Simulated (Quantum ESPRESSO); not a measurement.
# Energy and gap at +3 % biaxial strain: 1T-SnO2, 1 layer

How the rows were computed: Quantum ESPRESSO 7.5 driven by ASE, PBE, GBRV ultrasoft, ESM (bc1); atomic heights clamped; cell area 9.020 Å² at zero strain.

| strain (%) | energy (meV a cell) | gap on the mesh (eV) |
| --- | --- | --- |
| −3 | 125.32 | 3.214 |
| −1.5 | 31.51 | 2.904 |
| 0 | 0.00 | 2.610 |
| +1.5 | 22.99 | 2.333 |

One more run was made and is withheld. What are energy and gap at +3 %, and how stiff is the sheet?

**Worked estimate.** About zero, E'' = (31.51 + 22.99 − 2 × 0.00)/1.5² = 24.22 meV per %² and E' = (22.99 − 31.51)/3 = −2.84 meV per %. With E = A K ε², where K = (C11 + C22)/2 + C12 (C11 + C12 for a hexagonal sheet), K = 24.22 × 10/(2 × 9.020) × 16.02 = 215 N/m. The parabola gives E(+3 %) = 0.00 + 3 × (−2.84) + 4.5 × 24.22 = 100.5 meV. Continuing the last slope, the gap is 2 × 2.333 − 2.610 = 2.056 eV.

**The withheld run.** E = 93.5 meV and the gap 2.073 eV. The parabola misses by +6.9 meV, too high, since bonds soften under tension. The gap's line misses by −0.017 eV.

Caveats: Clamped heights stiffen sheets with several planes. Semilocal gap, no spin-orbit coupling.
